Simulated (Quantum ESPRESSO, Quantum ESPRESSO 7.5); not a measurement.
**Zr(0001), 4 layers: vacuum convergence**

Aim: how far one choice must go before the vacuum level and the energy of Zr(0001), 4 layers stand still, and what it costs.

Calculated with Quantum ESPRESSO 7.5; plane-wave DFT, PBE, GBRV ultrasoft pseudopotentials.

### Step 1. The starting structure

The cell holds 4 atoms: 4 Zr. Cell: a = 3.230 Å, b = 3.230 Å, c = 31.718 Å, α = 90.0°, β = 90.0°, γ = 60.0°. It derives from Zr. Vacuum lies along c.

### Step 2. Ground state: 24 Å of vacuum

The first run is the reference of the series.

c0.in

```
&control
  prefix = 'c0'
  outdir = './out'
  pseudo_dir = './pseudo'
  calculation = 'scf'
  tprnfor = .true.
/
&system
  ibrav = 0
  nat = 4
  ntyp = 1
  ecutwfc = 40
  ecutrho = 200
  occupations = 'smearing'
  smearing = 'mv'
  degauss = 0.02
/
&electrons
  conv_thr = 1e-07
  mixing_beta = 0.4
  electron_maxstep = 120
  mixing_mode = 'local-TF'
/
ATOMIC_SPECIES
  Zr  91.2240  zr_pbe_v1.uspp.F.UPF
CELL_PARAMETERS angstrom
  3.23000000000000 0.00000000000000 0.00000000000000
  1.61500000000000 2.79726205422374 0.00000000000000
  0.00000000000000 0.00000000000000 31.71808500000000
ATOMIC_POSITIONS crystal
  Zr  0.666666666700 0.666666666700 0.378333055101
  Zr  0.000000000000 0.000000000000 0.459444351700
  Zr  0.666666666700 0.666666666700 0.540555648300
  Zr  0.000000000000 0.000000000000 0.621666944899
K_POINTS automatic
  12 12 1 0 0 0
```

Launch:

```
> OMP_NUM_THREADS=1 mpirun -n 4 pw.x -nk 4 -in c0.in > c0.out
```

Output:

```text
Program PWSCF v.7.5 starts
[citation notice left out]

     Parallel version (MPI & OpenMP), running on       4 processor cores
     Number of MPI processes:                 4
     Threads/MPI process:                     1

     MPI processes distributed on     1 nodes
[...]
Current dimensions of program PWSCF are:
     Max number of different atomic species (ntypx) = 10
     Max number of k-points (npk) =  40000
     Max angular momentum in pseudopotentials (lmaxx) =  4
     Message from routine setup:
     using ibrav=0 with symmetry is DISCOURAGED, use correct ibrav instead

     K-points division:     npool     =       4
     Subspace diagonalization in iterative solution of the eigenvalue problem:
     a serial algorithm will be used

     G-vector sticks info
     --------------------
     sticks:   dense  smooth     PW     G-vecs:    dense   smooth      PW
     Sum         511     421    121                92483    66289   11559

     Using Slab Decomposition

     bravais-lattice index     =            0
     lattice parameter (alat)  =       6.1038  a.u.
     unit-cell volume          =    1933.9233 (a.u.)^3
     number of atoms/cell      =            4
     number of atomic types    =            1
     number of electrons       =        48.00
     number of Kohn-Sham states=           29
     kinetic-energy cutoff     =      40.0000  Ry
     charge density cutoff     =     200.0000  Ry
     scf convergence threshold =      1.0E-07
     mixing beta               =       0.4000
     number of iterations used =            8  local-TF  mixing
     Exchange-correlation= SLA  PW   PBE  PBE
                           (   1   4   3   4   0   0   0)

     celldm(1)=   6.103815  celldm(2)=   0.000000  celldm(3)=   0.000000
     celldm(4)=   0.000000  celldm(5)=   0.000000  celldm(6)=   0.000000

     crystal axes: (cart. coord. in units of alat)
               a(1) = (   1.000000   0.000000   0.000000 )
               a(2) = (   0.500000   0.866025   0.000000 )
               a(3) = (   0.000000   0.000000   9.819841 )

     reciprocal axes: (cart. coord. in units 2 pi/alat)
               b(1) = (  1.000000 -0.577350  0.000000 )
               b(2) = (  0.000000  1.154701  0.000000 )
               b(3) = (  0.000000  0.000000  0.101835 )

     PseudoPot. # 1 for Zr read from file:
     ./pseudo/zr_pbe_v1.uspp.F.UPF
     Pseudo is Ultrasoft + core correction, Zval = 12.0
     Generated by new atomic code, or converted to UPF format
     Using radial grid of  887 points,  6 beta functions with:
                l(1) =   0
                l(2) =   0
                l(3) =   1
                l(4) =   1
                l(5) =   2
                l(6) =   2
     Q(r) pseudized with  6 coefficients,  rinner =    1.200   1.200   1.200
                                                       1.200   1.200

     atomic species   valence    mass     pseudopotential
     Zr               12.00    91.22400     Zr( 1.00)

     12 Sym. Ops., with inversion, found ( 6 have fractional translation)

   Cartesian axes

     site n.     atom                  positions (alat units)
         1        Zr     tau(   1) = (   1.0000000   0.5773503   3.7151703  )
         2        Zr     tau(   2) = (   0.0000000   0.0000000   4.5116703  )
         3        Zr     tau(   3) = (   1.0000000   0.5773503   5.3081703  )
         4        Zr     tau(   4) = (   0.0000000   0.0000000   6.1046703  )

     number of k points=    19  Marzari-Vanderbilt smearing, width (Ry)=  0.0200
                       cart. coord. in units 2pi/alat
        k(    1) = (   0.0000000   0.0000000   0.0000000), wk =   0.0138889
        k(    2) = (   0.0000000   0.0962250   0.0000000), wk =   0.0833333
        k(    3) = (   0.0000000   0.1924501   0.0000000), wk =   0.0833333
        k(    4) = (   0.0000000   0.2886751   0.0000000), wk =   0.0833333
        k(    5) = (   0.0000000   0.3849002   0.0000000), wk =   0.0833333
        k(    6) = (   0.0000000   0.4811252   0.0000000), wk =   0.0833333
        k(    7) = (   0.0000000  -0.5773503   0.0000000), wk =   0.0416667
        k(    8) = (   0.0833333   0.1443376   0.0000000), wk =   0.0833333
        k(    9) = (   0.0833333   0.2405626   0.0000000), wk =   0.1666667
        k(   10) = (   0.0833333   0.3367877   0.0000000), wk =   0.1666667
[...]
k(   19) = (   0.3333333  -0.5773503   0.0000000), wk =   0.0277778

     Dense  grid:    92483 G-vectors     FFT dimensions: (  27,  27, 270)

     Smooth grid:    66289 G-vectors     FFT dimensions: (  27,  27, 243)

     Estimated max dynamical RAM per process >     153.79 MB

     Estimated total dynamical RAM >     547.41 MB

     Initial potential from superposition of free atoms

     starting charge      47.9914, renormalised to      48.0000

     negative rho (up, down):  2.468E-01 0.000E+00
     Starting wfcs are   52 randomized atomic wfcs

     total cpu time spent up to now is        2.0 secs

     per-process dynamical memory:    72.3 Mb

     Self-consistent Calculation

     iteration #  1     ecut=    40.00 Ry     beta= 0.40
     Davidson diagonalization with overlap
     ethr =  1.00E-02,  avg # of iterations =  2.0

     negative rho (up, down):  2.458E-01 0.000E+00

     total cpu time spent up to now is        5.2 secs

     total energy              =    -396.49723882 Ry
     estimated scf accuracy    <       3.86544051 Ry

     iteration #  2     ecut=    40.00 Ry     beta= 0.40
[...]
negative rho (up, down):  2.461E-01 0.000E+00

[...]
total energy              =    -396.45310602 Ry
     estimated scf accuracy    <       0.98599733 Ry

     iteration #  3     ecut=    40.00 Ry     beta= 0.40
[...]
negative rho (up, down):  2.486E-01 0.000E+00

[...]
total energy              =    -396.45541895 Ry
     estimated scf accuracy    <       0.13827833 Ry

     iteration #  4     ecut=    40.00 Ry     beta= 0.40
[...]
negative rho (up, down):  2.499E-01 0.000E+00

[...]
total energy              =    -396.46806903 Ry
     estimated scf accuracy    <       0.12913523 Ry

     iteration #  5     ecut=    40.00 Ry     beta= 0.40
[...]
negative rho (up, down):  2.502E-01 0.000E+00

[...]
total energy              =    -396.46887888 Ry
     estimated scf accuracy    <       0.06537500 Ry

     iteration #  6     ecut=    40.00 Ry     beta= 0.40
[...]
negative rho (up, down):  2.504E-01 0.000E+00

[...]
total energy              =    -396.47867714 Ry
     estimated scf accuracy    <       0.06441830 Ry

     iteration #  7     ecut=    40.00 Ry     beta= 0.40
[...]
negative rho (up, down):  2.503E-01 0.000E+00

[...]
total energy              =    -396.48096324 Ry
     estimated scf accuracy    <       0.05704098 Ry

     iteration #  8     ecut=    40.00 Ry     beta= 0.40
[...]
negative rho (up, down):  2.496E-01 0.000E+00

[...]
total energy              =    -396.47239906 Ry
     estimated scf accuracy    <       0.08828447 Ry

     iteration #  9     ecut=    40.00 Ry     beta= 0.40
[...]
negative rho (up, down):  2.520E-01 0.000E+00

[...]
total energy              =    -396.47348818 Ry
     estimated scf accuracy    <       0.01379626 Ry

     iteration # 10     ecut=    40.00 Ry     beta= 0.40
[...]
negative rho (up, down):  2.622E-01 0.000E+00

[...]
total energy              =    -396.47307807 Ry
     estimated scf accuracy    <       0.02171861 Ry

     iteration # 11     ecut=    40.00 Ry     beta= 0.40
[...]
negative rho (up, down):  2.694E-01 0.000E+00

[...]
total energy              =    -396.47327717 Ry
     estimated scf accuracy    <       0.02191750 Ry

     iteration # 12     ecut=    40.00 Ry     beta= 0.40
[...]
negative rho (up, down):  2.626E-01 0.000E+00

[...]
total energy              =    -396.47135090 Ry
     estimated scf accuracy    <       0.02410269 Ry

     iteration # 13     ecut=    40.00 Ry     beta= 0.40
[...]
negative rho (up, down):  2.586E-01 0.000E+00

[...]
total energy              =    -396.47190578 Ry
     estimated scf accuracy    <       0.00120473 Ry

     iteration # 14     ecut=    40.00 Ry     beta= 0.40
[...]
negative rho (up, down):  2.533E-01 0.000E+00

[...]
total energy              =    -396.47200654 Ry
     estimated scf accuracy    <       0.00018941 Ry

     iteration # 15     ecut=    40.00 Ry     beta= 0.40
[...]
negative rho (up, down):  2.511E-01 0.000E+00

[...]
total energy              =    -396.47197617 Ry
     estimated scf accuracy    <       0.00019595 Ry

     iteration # 16     ecut=    40.00 Ry     beta= 0.40
[...]
negative rho (up, down):  2.508E-01 0.000E+00

[...]
total energy              =    -396.47199251 Ry
     estimated scf accuracy    <       0.00000168 Ry

     iteration # 17     ecut=    40.00 Ry     beta= 0.40
[...]
negative rho (up, down):  2.507E-01 0.000E+00

[...]
total energy              =    -396.47199389 Ry
     estimated scf accuracy    <       0.00000084 Ry

     iteration # 18     ecut=    40.00 Ry     beta= 0.40
[...]
negative rho (up, down):  2.506E-01 0.000E+00

[...]
total energy              =    -396.47199400 Ry
     estimated scf accuracy    <       0.00000209 Ry

     iteration # 19     ecut=    40.00 Ry     beta= 0.40
[...]
negative rho (up, down):  2.506E-01 0.000E+00

[...]
total energy              =    -396.47199415 Ry
     estimated scf accuracy    <       0.00000029 Ry

     iteration # 20     ecut=    40.00 Ry     beta= 0.40
[...]
negative rho (up, down):  2.506E-01 0.000E+00

[...]
End of self-consistent calculation

          k = 0.0000 0.0000 0.0000 (  8245 PWs)   bands (ev):

   -47.1625 -47.1618 -46.8116 -46.7341 -25.4523 -25.3578 -24.9415 -24.7901
   -24.7901 -24.7894 -24.7894 -24.5288 -24.4822 -24.4822 -24.4118 -24.4118
    -3.3523  -2.5005  -1.5968  -1.1301   1.7286   1.9210   2.2927   2.6856
     2.6997   2.6998   2.7456   2.7470   2.8317

          k = 0.0000 0.0962 0.0000 (  8245 PWs)   bands (ev):

   -47.1567 -47.1561 -46.8050 -46.7299 -25.4372 -25.3504 -24.9527 -24.8404
   -24.8248 -24.8013 -24.8004 -24.5574 -24.4989 -24.4949 -24.4541 -24.4198
    -3.1623  -2.3165  -1.4075  -0.9433   1.6574   1.9227   2.0993   2.3558
     2.5033   2.5485   2.8026   2.8433   2.9052

          k = 0.0000 0.1925 0.0000 (  8213 PWs)   bands (ev):

   -47.1409 -47.1404 -46.7869 -46.7184 -25.3957 -25.3317 -25.0205 -24.9722
   -24.8887 -24.8318 -24.8305 -24.6672 -24.5617 -24.5285 -24.5134 -24.4425
    -2.6337  -1.8201  -0.9079  -0.4569   1.3592   1.5410   1.8060   1.9685
     2.1613   2.1810   2.6772   2.9370   3.1952

          k = 0.0000 0.2887 0.0000 (  8223 PWs)   bands (ev):

   -47.1192 -47.1189 -46.7613 -46.7033 -25.3422 -25.3134 -25.1640 -25.1433
   -24.9464 -24.8731 -24.8712 -24.8131 -24.6729 -24.5729 -24.5346 -24.4744
    -1.9013  -1.2084  -0.3877  -0.0059   0.9269   1.1495   1.3299   1.6927
     1.8890   2.1798   2.6710   2.7051   3.2634

          k = 0.0000 0.3849 0.0000 (  8264 PWs)   bands (ev):

   -47.0974 -47.0972 -46.7343 -46.6894 -25.3521 -25.3304 -25.2905 -25.2625
   -25.0279 -24.9383 -24.9141 -24.9114 -24.7249 -24.6161 -24.5653 -24.5068
    -1.2243  -0.8265  -0.3078  -0.0623   0.5813   0.9063   1.0684   1.9023
     2.0181   2.4612   2.6989   2.9018   3.0377

          k = 0.0000 0.4811 0.0000 (  8280 PWs)   bands (ev):

   -47.0814 -47.0813 -46.7128 -46.6809 -25.4541 -25.4358 -25.3296 -25.2647
   -25.0685 -25.0125 -24.9438 -24.9406 -24.7293 -24.6471 -24.5988 -24.5308
    -0.8958  -0.7656  -0.4600  -0.2778   0.3457   0.7299   1.0379   1.9151
     2.4039   2.8544   3.0423   3.0593   3.4391

[...]
the Fermi energy is     1.8788 ev

!    total energy              =    -396.47199417 Ry
     estimated scf accuracy    <       0.00000004 Ry
     smearing contrib. (-TS)   =      -0.00341333 Ry
     internal energy E=F+TS    =    -396.46858084 Ry

     The total energy is F=E-TS. E is the sum of the following terms:
     one-electron contribution =   -4242.62516476 Ry
     hartree contribution      =    2118.11238459 Ry
     xc contribution           =     -70.87077801 Ry
     ewald contribution        =    1798.91497734 Ry

     convergence has been achieved in  20 iterations

     negative rho (up, down):  2.506E-01 0.000E+00

     Forces acting on atoms (cartesian axes, Ry/au):

     atom    1 type  1   force =     0.00000000    0.00000000    0.01634140
     atom    2 type  1   force =     0.00000000    0.00000000   -0.02540046
     atom    3 type  1   force =     0.00000000    0.00000000    0.02540046
     atom    4 type  1   force =     0.00000000    0.00000000   -0.01634140

     Total force =     0.042714     Total SCF correction =     0.001096

[...]
=------------------------------------------------------------------------------=
   JOB DONE.
=------------------------------------------------------------------------------=
```

The job ended after 67 s (4 MPI ranks of Arm Neoverse V1, shared host; peak memory 0.67 GiB; 4.5 min of CPU time).

Read from the output:

* free energy: -5394.2763 eV
* Fermi energy: 1.879 eV

The program's own clock; routines nest. Time by routine:

| routine | wall time (s) | calls |
| --- | --- | --- |
| PWSCF | 66.4 | 1 |
| electrons | 63.98 | 1 |
| c_bands | 39.03 | 20 |
| cegterg | 36.11 | 100 |
| fftw | 30.31 | 16206 |
| h_psi | 30.16 | 391 |
| vloc_psi | 26.48 | 391 |
| mix_rho | 12.06 | 20 |
| sum_band | 9.22 | 20 |
| ffts | 8.5 | 2378 |
| calbec | 2.64 | 511 |
| newd | 2.01 | 21 |
| init_run | 1.89 | 1 |
| add_vuspsi | 1.83 | 391 |

The run needed 20 iterations to bring the estimated error under 1e-07 Ry; the largest force on any atom, held or free, is 0.65 eV/Å.

### Step 3. Potential by pp.x

plot_num = 11 writes the bare and Hartree potential. It leaves out exchange and correlation, which fade slowly, so it flattens close to the surface.

c0.pot.in

```
&inputpp
  prefix = 'c0'
  outdir = './out'
  filplot = 'c0.pot.dat'
  plot_num = 11
/
```

Launch:

```
> OMP_NUM_THREADS=1 mpirun -n 4 pp.x -in c0.pot.in > c0.pot.out
```

Output:

```text
[banner, memory and clock lines left out]
Program POST-PROC v.7.5 starts

          URL

     ./out/c0.save/

     IMPORTANT: XC functional enforced from input :
     Exchange-correlation= PBE
                           (   1   4   3   4   0   0   0)
     Any further DFT definition will be discarded
     Please, verify this is what you really want

     negative rho (up, down):  2.506E-01 0.000E+00

     Calling punch_plot, plot_num =  11
     Writing data to file  c0.pot.dat
     Message from routine chdens:
     namelist plot not found or invalid, exiting
```

Wall time 0.89 s (4 MPI ranks); peak memory 0.11 GiB.

Read from the output:

| Property | Result |
| --- | --- |
| potential in the middle of the vacuum, over the Fermi level | 4.167 eV |

The potential energy, planar mean oscillates, so the rows of the table below give means over windows of 1 Å about each position, cut where the curve ends. Its maxima inside the range that stand out by 2 % of the span (Å: eV): 13.3: -0.136, 15.9: -0.300, 18.4: -0.136. Its minima: 12.0: -26.8, 14.6: -26.6, 17.2: -26.6, 19.7: -26.8.

Electrostatic potential energy of an electron; zero at the Fermi level. Potential energy, planar mean against z; means over each step:

z (Å), potential energy, planar mean (eV) and a bar from the least value:
```
        0        4.2 ##############################
        1        4.2 ##############################
        2        4.2 ##############################
        3        4.2 ##############################
        4        4.2 ##############################
        5        4.2 ##############################
        6        4.2 ##############################
        7        4.2 ##############################
        8        4.2 ##############################
        9        4.1 ##############################
       10        3.2 #############################
       11       -3.2 #####################
       12      -21.7 
       13       -3.5 #####################
       14      -12.1 ###########
       15      -15.7 #######
       16       -2.2 #######################
       17      -20.8 #
       18       -5.6 ###################
       19       -8.6 ###############
       20      -19.1 ###
       21        0.1 #########################
       22        3.7 #############################
       23        4.1 ##############################
       24        4.2 ##############################
       25        4.2 ##############################
       26        4.2 ##############################
       27        4.2 ##############################
       28        4.2 ##############################
       29        4.2 ##############################
       30        4.2 ##############################
       31        4.2 ##############################
```

Inside the slab this potential holds the local part of the pseudopotentials, which can be repulsive at the nuclei; only its value in the vacuum has a meaning of its own.

(Continued in part 2 of 3.)

[Logs are printed without paths, hosts, clocks, repeated set-up lines and the standing remarks that a program may print on its own settings, such as how far it seeks lower states.]

[Hosts, paths, dates, database ids (printed as entryN), source tags and the programs' standing remarks are cut or masked in the printed files.]

[Maps of the electrostatic potential energy from Ansatz leave out the sawtooth potential of an applied field or a dipole correction, so their vacuum need not be flat; planar profiles and work functions include it.]
